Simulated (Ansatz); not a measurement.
**Sensitivity of the G0W0 gap of Cs2CoAgF6 (Fm-3m)**

Aim: change settings of a G0W0 run on Cs2CoAgF6 (Fm-3m) and see what moves.

Calculated with Ansatz 0.2.0; G0W0 on PBE, plane waves, PAW; PAW set soft_1.

In doubt: one-shot GW on d or f shells is unsure, so the values of those runs are not to be relied on.

## Step 1: The structure

The structure is cubic, space group Fm-3m (No. 225). The conventional cell has a = 8.946 Å, b = 8.946 Å, c = 8.946 Å, α = 90.00°, β = 90.00°, γ = 90.00°. Nearest to Cs lie 12 F at 3.18 Å. Nearest to Co lie 6 F at 1.90 Å. Nearest to Ag lie 6 F at 2.57 Å. F has 1 Co at 1.90 Å and 1 Ag at 2.57 Å and 4 Cs at 3.18 Å nearest. Farther neighbours and most contacts between anions are not listed.

The cell is the Materials Project's (PBE, PBE+U or r2SCAN) relaxed one; the ions were relaxed with PBE or PBE+U in the database cell. Spin-orbit coupling is left out unless a step names it.

## Step 2: The base run: 2×2×2 mesh, 456 empty bands, screening to 108 eV, PAW set soft_1 files

G0W0 replaces the xc potential by the self-energy, built once from these orbitals. Only a window of levels is corrected, while the sums run over the empty bands that the input names. This step takes PAW set soft_1 files.

input.yaml reads:

```yaml
crystal:
  lattice:
    - [0.0, 4.4729692616, 4.4729692616]
    - [4.4729692616, 0.0, 4.4729692616]
    - [4.4729692616, 4.4729692616, 0.0]
  atoms:
    - { symbol: Cs, position: [0.25, 0.25, 0.25] }
    - { symbol: Cs, position: [0.75, 0.75, 0.75] }
    - { symbol: Co, position: [0.0, 0.0, 0.0] }
    - { symbol: Ag, position: [0.5, 0.5, 0.5] }
    - { symbol: F, position: [0.212751416, 0.212751416, 0.787248584] }
    - { symbol: F, position: [0.212751416, 0.787248584, 0.787248584] }
    - { symbol: F, position: [0.787248584, 0.787248584, 0.212751416] }
    - { symbol: F, position: [0.212751416, 0.787248584, 0.212751416] }
    - { symbol: F, position: [0.787248584, 0.212751416, 0.787248584] }
    - { symbol: F, position: [0.787248584, 0.212751416, 0.212751416] }
kpoints:
  mp_grid: { grid: [2, 2, 2] }
hamiltonian:
  xc: pbe
  pseudopotentials: { kind: paw, azcp: { folder: soft_1 } }
scf:
  occupations: { method: fixed }
gw:
  n_empty_bands: 456
  ecut_chi: 108
  qp_bands: [v3, c3]
  qp_kpoints: band_edges
  screening: { model: contour_deformation }
```

On the command line:

```sh
ansatz run input.yaml --threads 2 --pin off --max-ram 92160MiB --backend cuda --events-out ev --progress --plain --runs-dir out --devices 1 --max-vram 13GiB
```

Numbers of over 12 decimals in the logs are rounded to 6 here.

What it wrote:

```text
GPUs: using 1 of 1 available (devices: 1).
Engine: ansatz 0.2.0, x86_64-unknown-linux-gnu
Pseudopotentials: kind: paw
Pseudopotential: Cs, paw, valence charge 9, recommended cutoff 420 eV (normal), soft_1/Cs.paw.azcp
Pseudopotential: Co, paw, valence charge 17, recommended cutoff 420 eV (normal), soft_1/Co.paw.azcp
Pseudopotential: Ag, paw, valence charge 19, recommended cutoff 420 eV (normal), soft_1/Ag.paw.azcp
Pseudopotential: F, paw, valence charge 7, recommended cutoff 420 eV (normal), soft_1/F.paw.azcp
Functional definition: PBE
  parameter kappa = 0.804
  parameter beta = 0.066725
  exchange = pbe_x(kappa = kappa, mu = beta*pi^2/3)
  correlation = pbe_c(beta = beta)
device memory: the entry about to start is reckoned to put 2.8 GiB on a device that reports 44.8 GiB free (of which the cap on the GPU budget leaves the run 13.0 GiB)
GPU FFT provider: cuFFT
GPU libraries: cuBLAS 13.8.2, cuFFT 12.4.0, cuSOLVER 12.3.4
Crystal: 10 atoms, lattice volume = 178.985 Å³
Basis set: ecut = 420 eV, 3479 PW (Γ)
Bands: 58, of which v1, the nominal top of the filled ones, is band 48 counted from 1 (47 counted from 0)
Symmetry: 48 space group operations
Space group: Fm-3m (ITA 225), of the structure as read, at distance tolerance 5.6e-5 Å
k-points: 3 of 8
Non-local potential: Cs, projectors of the file, l = 0: 3, l = 1: 2, l = 2: 2, l = 3: 2
Non-local potential: Co, projectors of the file, l = 0: 3, l = 1: 2, l = 2: 3, l = 3: 1
Non-local potential: Ag, projectors of the file, l = 0: 3, l = 1: 2, l = 2: 2, l = 3: 1
Non-local potential: F, projectors of the file, l = 0: 2, l = 1: 2, l = 2: 1
PAW form: soft (Blöchl's): semilocal exchange-correlation on the pseudo side does not see the compensation charge
PAW one-centre angular grid: Cs, 194 points (default); XC on 64 Gauss nodes
PAW one-centre angular grid: Co, 590 points (default); XC on 64 Gauss nodes
PAW one-centre angular grid: Ag, 590 points (default); XC on 64 Gauss nodes
PAW one-centre angular grid: F, 110 points (default); XC on 64 Gauss nodes
Initial density: superposition of atomic densities (chi_scale 0.1, normalization cell, long waves kept (reshape's long-wave potential 0.01 eV rms))
Initial wavefunctions: pseudopotential atomic-orbital guess
GPU buffer pool allocated for 91125 grid points (all kernels)
GPU transforms: local potential and band sums: pruned to the plane-wave sphere, on 45×45×45
Functional: x = pbe(κ = 0.804, μ = 0.219515), c = pbe(β = 0.066725)
SCF iter   1: F=—  HF=-28937.254029 eV  |F-HF|=—  |Δ(HF+E_count)|=         —  Δρ=3.34e-1  dr2=1.62e2  ethr=3.10e-3  ⟨swp⟩=5.0  Hψ=550  notcnv=0  defer=20
preconditioner: auto → Resta (q_TF=auto, 2.459 Å⁻¹)  ε∞=5.0  [insulator: Δε(μ)=0.235 eV  Ē_g=12.372 eV  n_scr=58 (ndim 8)  ℏωp=24.8 eV  f_vac=0.014  ε∞_Penn≈5.0]
[...]
E sigma→0 (E₀):  -28912.966120 eV
Fermi energy:    5.509118 eV
--- Per-component energies (eV) ---
  E_band       = -1078.890986
  E_kinetic    = 2227.280593
  E_local      = -12633.847145  (includes V_loc(G=0)·N_el)
  E_nonlocal   = 1035.742058
  E_hartree    = 5488.395610
  E_xc         = -1069.418485
  E_vxc        = -1183.367540  (∫ρ·V_xc dr)
  E_paw        = -16875.839742  (= ΣΔE_a)
  E_vpaw       = -1501.490800  (= ΣTr[D̂ρ^β])
  E_aug_tail   = 0.004478  (compensation charges beyond the density's cutoff)
  E_ewald      = -7085.283487
  E_smearing   = -0.000000  (= −TS)
  E_closure    = 0.000000  (closes the sum)
  Σ components = -28912.966120   (vs F -28912.966120, Δ=0.00e0)
--- Band table (eV) ---
  k-point 0: bands = [... 44 lower, 3.5984, 5.5091, 5.5091, 5.5091, 7.2117, 7.2117, 7.8805, 11.5564, ... 6 higher]
  k-point 1: bands = [... 44 lower, 4.0302, 5.4297, 5.4722, 5.4722, 6.9256, 6.9256, 8.6933, 11.8203, ... 6 higher]
  k-point 2: bands = [... 44 lower, 3.6783, 5.4333, 5.4855, 5.4855, 6.3504, 7.2159, 9.3640, 11.5607, ... 6 higher]
--- G₀W₀: contour deformation, 7 samples at zero and on the imaginary axis and 1 off it, 8 q-points, 456 empty bands' worth ---
  eigenvalues of the whole cell's RPA ε∞ on this k-mesh (on a slab, of 1 + 4πα/V) = 3.1772, 3.1772, 3.1772; static W/v taken at q = 0 is 0.314746
  gw.qp_kpoints: band_edges: 3 of 3 stored k-points solved, in 1 pass; an edge of the gap read off the rows below is read off those points alone
  `?` marks the rows in doubt; gw_qp.tsv's column doubts and the gw_qp event give each row's grounds
    ik  band        ε_KS         Σx   Σc(E_QP)       V_xc       Z   E_QP_lin       E_QP  E_QP is
     0    46      5.5091   -41.8539     8.5335   -32.7430  0.6431     4.9103     4.9317  root
     0    47      5.5091   -41.8539     8.5335   -32.7430  0.6431     4.9103     4.9317  root
     0    48      5.5091   -41.8539     8.5335   -32.7430  0.6431     4.9103     4.9317  root
     0    49      7.2117   -24.7632    -6.2847   -32.7324  0.6551     9.0865     8.8963  root ?
     0    50      7.2117   -24.7632    -6.2847   -32.7324  0.6551     9.0865     8.8963  root ?
     0    51      7.8805    -7.6208    -4.2132   -12.6427  0.7949     8.7083     8.6891  root
     1    46      5.4297   -41.9900     8.6709   -32.7757  0.6353     4.8647     4.8862  root
     1    47      5.4722   -41.9550     8.6245   -32.7723  0.6389     4.8929     4.9139  root
     1    48      5.4722   -41.9550     8.6245   -32.7723  0.6389     4.8929     4.9139  root
     1    49      6.9256   -23.5620    -6.6651   -31.9931  0.6618     8.8727     8.6917  root ?
     1    50      6.9256   -23.5620    -6.6651   -31.9931  0.6618     8.8727     8.6917  root ?
     1    51      8.6933    -9.1582    -4.2387   -14.2892  0.7572     9.5963     9.5856  root
     2    46      5.4333   -41.9381     8.6221   -32.7606  0.6369     4.8555     4.8779  root
     2    47      5.4855   -42.1477     8.6693   -32.9229  0.6386     4.9095     4.9300  root
     2    48      5.4855   -42.1477     8.6693   -32.9229  0.6386     4.9095     4.9300  root
     2    49      6.3504   -19.7110    -6.2085   -27.5837  0.6999     8.1274     8.0147  root ?
     2    50      7.2159   -24.7895    -6.2975   -32.7748  0.6546     9.0939     8.9037  root ?
     2    51      9.3640   -13.0444    -5.0039   -19.2627  0.6648    10.4619    10.5783  root ?
[key lines of the parts left out:]
SCF converged after 13 iterations
Free energy (F): -28912.966120 eV
```

It took 11 s on 1 × NVIDIA H100 80GB HBM3 (shared by 6 runs) with 2 threads of AMD EPYC 7R13 (Zen 3), shared host; peak memory 1.3 GiB.

The column dr2 measures how far the density is from self-consistency, as an energy; F and HF (Harris–Foulkes) agree once it is small.

Numbers from this step:

```yaml
bands_summed: 504
rpa_eps_infinity_on_this_mesh_eigenvalues: 3.177, 3.177, 3.177
plane_waves_in_the_screening_matrix: 459
q_points_in_the_mesh: 8
g0w0_gap_on_the_mesh: 3.083 eV
k_of_the_valence_top: 0, 0, 0
k_of_the_conduction_bottom: 0, -0.5, -0.5
starting_gap_on_the_mesh: 0.8413 eV
z_at_the_valence_top: 0.6431
z_at_the_conduction_bottom: 0.6999
least_direct_g0w0_gap_on_the_computed_points: 3.085 eV
```

The gap on the mesh goes from 0.84 eV to 3.08 eV, a correction of +2.24 eV. The program marks an edge row as in doubt. Between the two edge states, bare exchange in place of the xc potential would open the gap by 16.98 eV, and correlation takes back 14.74 eV.

## Step 3: Variant: no symmetry

Changes to input.yaml since step 2:

```diff
@@ -16,2 +16,3 @@
     - { symbol: F, position: [0.787248584, 0.212751416, 0.212751416] }
+  symmetry: { detect: false }
 kpoints:
@@ -24,4 +25,4 @@
 gw:
-  n_empty_bands: 456
-  ecut_chi: 108
+  n_empty_bands: 188
+  ecut_chi: 60
   qp_bands: [v3, c3]
```

What it wrote:

```text
GPUs: using 1 of 1 available (devices: 1).
[...]
GPU FFT provider: cuFFT
GPU libraries: cuBLAS 13.8.2, cuFFT 12.4.0, cuSOLVER 12.3.4
Crystal: 10 atoms, lattice volume = 178.985 Å³
Basis set: ecut = 420 eV, 3479 PW (Γ)
Bands: 58, of which v1, the nominal top of the filled ones, is band 48 counted from 1 (47 counted from 0)
Symmetry: 1 space group operations
k-points: 8
[...]
GPU buffer pool allocated for 91125 grid points (all kernels)
[...]
SCF iter   1: F=—  HF=-28937.254094 eV  |F-HF|=—  |Δ(HF+E_count)|=         —  Δρ=3.34e-1  dr2=1.62e2  ethr=3.10e-3  ⟨swp⟩=5.0  Hψ=1462  notcnv=0  defer=60
[...]
SCF iter  14: F=-28912.966120 eV  HF=-28912.966120 eV  |F-HF|=5.66e-9  |Δ(HF+E_count)|=   6.97e-8  Δρ=5.91e-6  dr2=4.53e-8  ethr=1.04e-10  ⟨swp⟩=11.1  Hψ=1838  notcnv=0
SCF 1 converged in 14 iterations: F = -28912.966120 eV  dr2 = 4.53e-8
[...]
NSCF: frozen V_eff on 8 k-points
[...]
G₀W₀ screening: q 1/8
[... further progress lines ...]
[...]
SCF converged after 14 iterations
Free energy (F): -28912.966120 eV
[...]
Internal energy: -28912.966120 eV  (E = F + TS)
E sigma→0 (E₀):  -28912.966120 eV
Fermi energy:    5.509111 eV
[...]
--- Band table (eV; the first three rows and the last of 8) ---
  k-point 0: bands = [... 44 lower, 3.5984, 5.5091, 5.5091, 5.5091, 7.2117, 7.2117, 7.8805, 11.5564, ... 6 higher]
  k-point 1: bands = [... 44 lower, 4.0303, 5.4297, 5.4722, 5.4722, 6.9256, 6.9256, 8.6933, 11.8203, ... 6 higher]
[...]
0    50      7.2117   -24.7633    -5.9898   -32.7324  0.6629     9.4987     9.1910  root ?
     0    51      7.8805    -7.6208    -4.0776   -12.6427  0.7965     8.8518     8.8248  root
     1    46      5.4297   -41.9900     8.3926   -32.7757  0.6491     4.5641     4.6079  root
     1    47      5.4722   -41.9550     8.3559   -32.7723  0.6523     4.5947     4.6454  root
     1    48      5.4722   -41.9550     8.3559   -32.7723  0.6523     4.5947     4.6454  root
     1    49      6.9256   -23.5620    -6.3539   -31.9931  0.6689     9.3056     9.0028  root ?
     1    50      6.9256   -23.5620    -6.3539   -31.9931  0.6689     9.3056     9.0028  root ?
     1    51      8.6933    -9.1582    -4.0649   -14.2892  0.7600     9.7611     9.7595  root
[...]
2    49      6.9256   -23.5620    -6.3539   -31.9931  0.6689     9.3056     9.0028  root ?
     2    50      6.9256   -23.5620    -6.3539   -31.9931  0.6689     9.3056     9.0028  root ?
[...]
3    49      6.3505   -19.7112    -5.8629   -27.5839  0.7073     8.5545     8.3602  root ?
     3    50      7.2159   -24.7896    -6.0014   -32.7748  0.6624     9.5065     9.1998  root ?
[...]
6    50      7.2159   -24.7896    -6.0014   -32.7748  0.6624     9.5065     9.1998  root ?
     6    51      9.3641   -13.0443    -4.6934   -19.2626  0.6595    10.6466    10.8889  root ?
     7    46      5.4297   -41.9900     8.3926   -32.7757  0.6491     4.5641     4.6079  root
     7    47      5.4722   -41.9550     8.3559   -32.7723  0.6523     4.5947     4.6454  root
     7    48      5.4722   -41.9550     8.3559   -32.7723  0.6523     4.5947     4.6454  root
     7    49      6.9256   -23.5620    -6.3539   -31.9931  0.6689     9.3056     9.0028  root ?
     7    50      6.9256   -23.5620    -6.3539   -31.9931  0.6689     9.3056     9.0028  root ?
     7    51      8.6933    -9.1582    -4.0649   -14.2892  0.7600     9.7612     9.7595  root
```

Elapsed: 14 s, on 1 × NVIDIA H100 80GB HBM3 (shared by 6 runs) with 2 threads; peak memory 1.2 GiB.

The G0W0 gap on the mesh is 3.690 eV.

Against the base:

```csv
setting,base,variant
empty bands,456,188
screening cutoff (eV),108,60
symmetry detection,-,false
```

```csv
quantity,variant,base
starting gap on the mesh,0.841,0.841
G0W0 gap on the mesh,3.690,3.083
least direct G0W0 gap on the computed points,3.702,3.085
Z at the valence top,0.656,0.643
Z at the conduction bottom,0.707,0.700
```

## Step 4: Variant: fewer bands

Changes to input.yaml since step 3:

```diff
@@ -16,3 +16,2 @@
     - { symbol: F, position: [0.787248584, 0.212751416, 0.212751416] }
-  symmetry: { detect: false }
 kpoints:
@@ -25,4 +24,4 @@
 gw:
-  n_empty_bands: 188
-  ecut_chi: 60
+  n_empty_bands: 203
+  ecut_chi: 140
   qp_bands: [v3, c3]
```

What it wrote:

```text
GPUs: using 1 of 1 available (devices: 1).
[...]
GPU FFT provider: cuFFT
GPU libraries: cuBLAS 13.8.2, cuFFT 12.4.0, cuSOLVER 12.3.4
Crystal: 10 atoms, lattice volume = 178.985 Å³
Basis set: ecut = 420 eV, 3479 PW (Γ)
Bands: 58, of which v1, the nominal top of the filled ones, is band 48 counted from 1 (47 counted from 0)
Symmetry: 48 space group operations
[...]
k-points: 3 of 8
[...]
GPU buffer pool allocated for 91125 grid points (all kernels)
[...]
SCF iter   1: F=—  HF=-28937.254029 eV  |F-HF|=—  |Δ(HF+E_count)|=         —  Δρ=3.34e-1  dr2=1.62e2  ethr=3.10e-3  ⟨swp⟩=5.0  Hψ=550  notcnv=0  defer=20
[...]
SCF iter  13: F=-28912.966120 eV  HF=-28912.966120 eV  |F-HF|=2.42e-8  |Δ(HF+E_count)|=   2.59e-7  Δρ=5.45e-6  dr2=5.82e-8  ethr=1.04e-10  ⟨swp⟩=10.0  Hψ=797  notcnv=0
SCF 1 converged in 13 iterations: F = -28912.966120 eV  dr2 = 5.82e-8
[...]
G₀W₀ screening: q 1/3
[... further progress lines ...]
[...]
SCF converged after 13 iterations
Free energy (F): -28912.966120 eV
[...]
Internal energy: -28912.966120 eV  (E = F + TS)
E sigma→0 (E₀):  -28912.966120 eV
Fermi energy:    5.509118 eV
[...]
--- Band table (eV) ---
  k-point 0: bands = [... 44 lower, 3.5984, 5.5091, 5.5091, 5.5091, 7.2117, 7.2117, 7.8805, 11.5564, ... 6 higher]
  k-point 1: bands = [... 44 lower, 4.0302, 5.4297, 5.4722, 5.4722, 6.9256, 6.9256, 8.6933, 11.8203, ... 6 higher]
  k-point 2: bands = [... 44 lower, 3.6783, 5.4333, 5.4855, 5.4855, 6.3504, 7.2159, 9.3640, 11.5607, ... 6 higher]
[...]
0    46      5.5091   -41.8539     8.7610   -32.7430  0.6329     5.1519     5.1593  root
     0    47      5.5091   -41.8539     8.7610   -32.7430  0.6329     5.1519     5.1593  root
     0    48      5.5091   -41.8539     8.7610   -32.7430  0.6329     5.1519     5.1593  root
     0    49      7.2117   -24.7632    -6.2125   -32.7324  0.6488     9.1862     8.9684  root ?
     0    50      7.2117   -24.7632    -6.2125   -32.7324  0.6488     9.1862     8.9684  root ?
     0    51      7.8805    -7.6208    -4.0020   -12.6427  0.7952     8.9319     8.9004  root
     1    46      5.4297   -41.9900     8.8958   -32.7757  0.6244     5.1043     5.1111  root
     1    47      5.4722   -41.9550     8.8506   -32.7723  0.6284     5.1331     5.1401  root
     1    48      5.4722   -41.9550     8.8506   -32.7723  0.6284     5.1331     5.1401  root
     1    49      6.9256   -23.5620    -6.5948   -31.9931  0.6545     8.9625     8.7619  root ?
     1    50      6.9256   -23.5620    -6.5948   -31.9931  0.6545     8.9625     8.7619  root ?
     1    51      8.6933    -9.1582    -4.0055   -14.2892  0.7577     9.8187     9.8188  root
     2    46      5.4333   -41.9381     8.8479   -32.7606  0.6262     5.0964     5.1037  root
     2    47      5.4855   -42.1477     8.8961   -32.9229  0.6281     5.1500     5.1567  root
     2    48      5.4855   -42.1477     8.8961   -32.9229  0.6281     5.1500     5.1567  root
     2    49      6.3504   -19.7110    -6.1056   -27.5837  0.6929     8.2457     8.1176  root ?
     2    50      7.2159   -24.7895    -6.2254   -32.7748  0.6483     9.1937     8.9758  root ?
     2    51      9.3640   -13.0444    -4.7408   -19.2627  0.6554    10.6146    10.8414  root ?
```

The job ended after 9.3 s (1 × NVIDIA H100 80GB HBM3 (shared by 6 runs) with 2 threads; peak memory 1.3 GiB; 8 s of CPU time).

Against the base:

```csv
setting,base,variant
empty bands,456,203
screening cutoff (eV),108,140
```

| quantity | variant | base |
| --- | --- | --- |
| starting gap on the mesh | 0.841 | 0.841 |
| G0W0 gap on the mesh | 2.958 | 3.083 |
| least direct G0W0 gap on the computed points | 2.961 | 3.085 |
| Z at the valence top | 0.633 | 0.643 |
| Z at the conduction bottom | 0.693 | 0.700 |

## Step 5: Results

```
base        : 3.08 eV, 11 s
no symmetry : 3.69 eV, 14 s
fewer bands : 2.96 eV, 9.3 s
```

**Reading.** No symmetry: the gap moves by +0.61 eV. The variant differs from the base in empty bands, screening cutoff and symmetry detection together, so the change can't be laid to one of them. Symmetry itself changes the cost, not the physics. Fewer bands: the gap moves by −0.12 eV; such settings are too crude to quote. The variant differs from the base in empty bands and screening cutoff together, so the change can't be laid to one of them. All runs here use a coarse mesh and modest cutoffs; they test settings and are not final values. The 2×2×2 mesh is coarse for this cell (its supercell is 13 Å along the shortest edge). The RPA ε∞ on it, from the PBE start, is 3.18; such meshes misread the long-range screening, most where the gap is narrow. The runs have no spin polarisation. For a closed low-spin shell that is the natural state; where a d or f shell is open it is a constraint, and the gap is then not the crystal's own. A d shell, filled or nearly so, lies near the gap. One-shot GW converges very slowly in bands there, not always from below, and on a semilocal start the gap tends to come out low; starts rich in exact exchange can overshoot instead. With d states at the gap, one-shot GW leans hard on its start. The many-body steps are scalar-relativistic: spin-orbit coupling is not in them. The program marks a band-edge row as in doubt, so the gap is less sure than its digits.

[Paths, hosts, dates, memory and timing lines, banners, echoed tables and standing remarks are left out of the program output.]

[Logs are printed without paths, hosts, clocks, repeated set-up lines and the standing remarks that a program may print on its own settings, such as how far it seeks lower states.]

[Runs of the session that timed out or met a known fault of the program may be left out.]

[Cells called generated may have been cut or substituted from an entry of the Crystallography Open Database or the Materials Project.]

[Hosts, paths, dates, database ids (printed as entryN), source tags and the programs' standing remarks are cut or masked in the printed files.]
